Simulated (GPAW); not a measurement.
# Screening of a field by TiSi2P4 monolayer, part 2 of 2

How does TiSi2P4 monolayer screen a perpendicular field?

GPAW 26.7.0; GPAW, PAW setups; layer in a repeated cell with vacuum, relaxation of atoms and in-plane cell (the session's first sound run).

So far. Step 5 (Field on): The dipole is now -0.0685 e Å, against 7.8e-4 in the run without a field.

**7. In a field**

Level of this step: GPAW, PAW setups; slab in vacuum (GPAW).

run.py

```python
import json
import numpy as np
from ase import Atoms
from gpaw import GPAW, PW
from gpaw.external import ConstantElectricField

slab = Atoms(
    ['P', 'Si', 'P', 'Ti', 'P', 'Si', 'P'],
    positions=[
        [-0.00000, 0.00000, 7.00000],
        [0.00000, 2.05335, 8.00422],
        [0.00000, 2.05335, 10.26491],
        [0.00000, 0.00000, 11.68577],
        [0.00000, 2.05335, 13.10663],
        [0.00000, 2.05335, 15.36733],
        [0.00000, 0.00000, 16.37154]],
    cell=[[3.5565, -0.0, 0.0], [-1.77825, 3.08002, 0.0], [0.0, 0.0, 23.3715]],
    pbc=[True, True, False])

slab.calc = GPAW(mode=PW(400), xc='PBE', kpts={'size': (9, 9, 1), 'gamma': True},
                 occupations={'name': 'fermi-dirac', 'width': 0.05}, nbands='200%',
                 convergence={'density': 1e-05}, maxiter=200,
                 poissonsolver={'dipolelayer': 'xy'},
                 external=ConstantElectricField(0.05, [0, 0, 1]),
                 symmetry={'tolerance': 1e-3}, txt='slab.txt')
result = {}
energy = slab.get_potential_energy()
fermi = slab.calc.get_fermi_level()
v = slab.calc.get_electrostatic_potential().mean((0, 1)) - fermi
n = slab.calc.get_pseudo_density().mean((0, 1))
L = slab.cell[2, 2]
z = np.arange(len(v)) * L / len(v)
low, high = slab.positions[:, 2].min(), slab.positions[:, 2].max()
below, above = np.interp([low - 4.8, high + 4.8], z, v)
slopes = [np.interp(x, z, np.gradient(v, z)) for x in (low - 4.8, high + 4.8)]
eps = np.array([[slab.calc.get_eigenvalues(k, s) for k in range(len(slab.calc.get_ibz_k_points()))]
                for s in range(slab.calc.get_number_of_spins())]) - fermi
top, bottom = eps[eps < 0].max(), eps[eps > 0].min()
dipole = slab.get_dipole_moment()[2]
print(f'energy {energy:.4f} eV, Fermi level {fermi:.4f} eV, dipole {dipole:.5f} e A')
print(f'potential 4.8 A off the faces, from the Fermi level: lower {below:.4f} eV, upper {above:.4f} eV')
print(f'slope of the potential there: lower {slopes[0]:.5f}, upper {slopes[1]:.5f} eV/A')
print(f'nearest levels on the mesh: {top:.4f} and {bottom:.4f} eV')
print('magnetic moment', round(slab.get_magnetic_moment(), 3))
result.update(energy=energy, fermi=fermi, dipole=dipole, below=below, above=above, slopes=slopes, edges=[top, bottom],
              z=z.tolist(), v=v.tolist(), n=n.tolist(), positions=slab.positions.tolist(),
              forces=slab.get_forces(apply_constraint=False).tolist(), moments=slab.get_magnetic_moments().tolist())
json.dump(result, open('result.json', 'w'))
```

Run with:

```sh
OMP_NUM_THREADS=1 OPENBLAS_NUM_THREADS=1 python run.py
```

Output:

```text
energy -41.2446 eV, Fermi level 0.3430 eV, dipole 0.03426 e A
potential 4.8 A off the faces, from the Fermi level: lower 5.8389 eV, upper 5.2729 eV
slope of the potential there: lower -0.00006, upper 0.00004 eV/A
nearest levels on the mesh: -0.0262 and 0.0910 eV
magnetic moment 0.0
```

The job ended after 5.2 min (1 thread of Arm Neoverse V1, shared host; peak memory 0.4 GiB).

The electrostatic potential energy of an electron (without an applied field's), less the Fermi level, planar mean oscillates, so the rows of the table below give means over windows of 1.62 Å about each position, cut where the curve ends. Its maxima inside the range that stand out by 2 % of the span (Å: eV): 7.6: -10.5, 9.2: 2.21, 10.9: -4.69, 12.4: -4.76, 14.2: 1.97, 15.8: -10.9. Its minima: 7.0: -13.7, 7.9: -11.9, 10.3: -11.6, 11.7: -13.1, 13.1: -11.7, 15.5: -12.3, 16.3: -14.2.

Table of electrostatic potential energy of an electron (without an applied field's), less the Fermi level, planar mean by z; means over each step:

```
z (Å)  electrostatic potential energy of an electron (without an applied field's), less the Fermi level, planar mean (eV)
 0.81                                                                                                                5.81
 2.43                                                                                                                5.84
 4.05                                                                                                                5.82
 5.67                                                                                                                3.85
 7.29                                                                                                               -10.8
 8.91                                                                                                               -1.65
10.53                                                                                                               -7.40
12.15                                                                                                               -8.83
13.77                                                                                                               -3.12
15.39                                                                                                               -9.16
17.01                                                                                                               -3.26
18.63                                                                                                                5.13
20.25                                                                                                                5.27
21.87                                                                                                                5.27
```

**8. Field on**

run.py: that of step 7 with these lines changed.

```diff
@@ -23,3 +23,3 @@
                  poissonsolver={'dipolelayer': 'xy'},
-                 external=ConstantElectricField(0.05, [0, 0, 1]),
+                 external=ConstantElectricField(0.1, [0, 0, 1]),
                  symmetry={'tolerance': 1e-3}, txt='slab.txt')
```

Output:

```text
energy -41.2471 eV, Fermi level 0.3428 eV, dipole 0.06854 e A
potential 4.8 A off the faces, from the Fermi level: lower 6.1225 eV, upper 4.9903 eV
slope of the potential there: lower -0.00007, upper 0.00003 eV/A
nearest levels on the mesh: -0.0262 and 0.0910 eV
magnetic moment 0.0
```

Wall time 4.8 min (1 thread); peak memory 0.4 GiB.

The electrostatic potential energy of an electron (without an applied field's), less the Fermi level, planar mean oscillates, so the rows of the table below give means over windows of 1.62 Å about each position, cut where the curve ends. Its maxima inside the range that stand out by 2 % of the span (Å: eV): 1.9: 6.12, 7.6: -10.3, 9.2: 2.33, 10.9: -4.65, 12.4: -4.80, 14.2: 1.85, 15.8: -11.1. Its minima: 7.0: -13.5, 7.9: -11.7, 10.3: -11.5, 11.7: -13.1, 13.1: -11.8, 15.5: -12.5, 16.3: -14.4.

Electrostatic potential energy of an electron (without an applied field's), less the Fermi level, planar mean against z; means over each step:

```csv
z (Å),"electrostatic potential energy of an electron (without an applied field's), less the Fermi level, planar mean (eV)"
0.81,6.06
2.43,6.12
4.05,6.10
5.67,4.12
7.29,-10.6
8.91,-1.51
10.53,-7.35
12.15,-8.86
13.77,-3.22
15.39,-9.34
17.01,-3.51
18.63,4.85
20.25,4.99
21.87,4.99
```

The dipole is now 0.0685 e Å, against 7.8e-4 in the run without a field.

**9. In a field**

run.py: that of step 8 with these lines changed.

```diff
@@ -23,3 +23,3 @@
                  poissonsolver={'dipolelayer': 'xy'},
-                 external=ConstantElectricField(0.1, [0, 0, 1]),
+                 external=ConstantElectricField(0.2, [0, 0, 1]),
                  symmetry={'tolerance': 1e-3}, txt='slab.txt')
```

Output:

```text
energy -41.2574 eV, Fermi level 0.3420 eV, dipole 0.13707 e A
potential 4.8 A off the faces, from the Fermi level: lower 6.6904 eV, upper 4.4261 eV
slope of the potential there: lower -0.00011, upper 0.00001 eV/A
nearest levels on the mesh: -0.0261 and 0.0909 eV
magnetic moment 0.0
```

Elapsed: 4.8 min, on 1 thread; peak memory 0.4 GiB.

The dipole is now 0.137 e Å, against 7.8e-4 in the run without a field.

**10. Field on**

run.py: that of step 9 with these lines changed.

```diff
@@ -23,3 +23,3 @@
                  poissonsolver={'dipolelayer': 'xy'},
-                 external=ConstantElectricField(0.2, [0, 0, 1]),
+                 external=ConstantElectricField(0.3, [0, 0, 1]),
                  symmetry={'tolerance': 1e-3}, txt='slab.txt')
```

Output:

```text
energy -41.2746 eV, Fermi level 0.3406 eV, dipole 0.20563 e A
potential 4.8 A off the faces, from the Fermi level: lower 7.2599 eV, upper 3.8632 eV
slope of the potential there: lower -0.00015, upper -0.00000 eV/A
nearest levels on the mesh: -0.0260 and 0.0909 eV
magnetic moment 0.0
```

Wall time 3.8 min (1 thread); peak memory 0.4 GiB.

The dipole is now 0.206 e Å, against 7.8e-4 in the run without a field.

**11. The series**

The members are put on one axis.

This step: induced dipole against applied field (GPAW 26.7.0).

Table of dipole along the normal by field:

```csv
field (V/Å),dipole along the normal (e·Å)
-0.200,-0.137
-0.100,-0.0685
-0.050,-0.0343
0.000,7.8e-4
0.050,0.0343
0.100,0.0685
0.200,0.137
0.300,0.206
```

**12. Outcome**

| Quantity | Value |
| --- | --- |
| work function, upper and lower face | 5.549 and 5.562 eV |
| dipole along the normal | 7.8e-4 e Å |
| induced dipole per field | 0.685 e Å per V/Å |
| out-of-plane polarisability per area, α/(ε0 A) | 11.3 Å |

The field induces 0.685 e Å per V/Å, a polarisable thickness α/(ε0 A) of 11.3 Å beside 9.37 Å between the outermost nuclei. A perfect conductor would give the distance between its two image planes; a dielectric of thickness t gives t(1 - 1/ε). The induced dipole is linear in the field over this range. The small printed dipole stands for a step of -13 meV from the lower to the upper face, and the probes find -13 meV; values this small are near the numerical noise of both. The runs had no spin polarisation, so a magnetic state, which thin layers of d-metal atoms can have, wasn't tested. The layer's cell and atoms come from the relaxation; spin-orbit coupling and temperature are left out.

[Logs are printed without paths, hosts, clocks, repeated set-up lines and the standing remarks that a program may print on its own settings, such as how far it seeks lower states.]

[Hosts, paths, dates, database ids (printed as entryN), source tags and the programs' standing remarks are cut or masked in the printed files.]
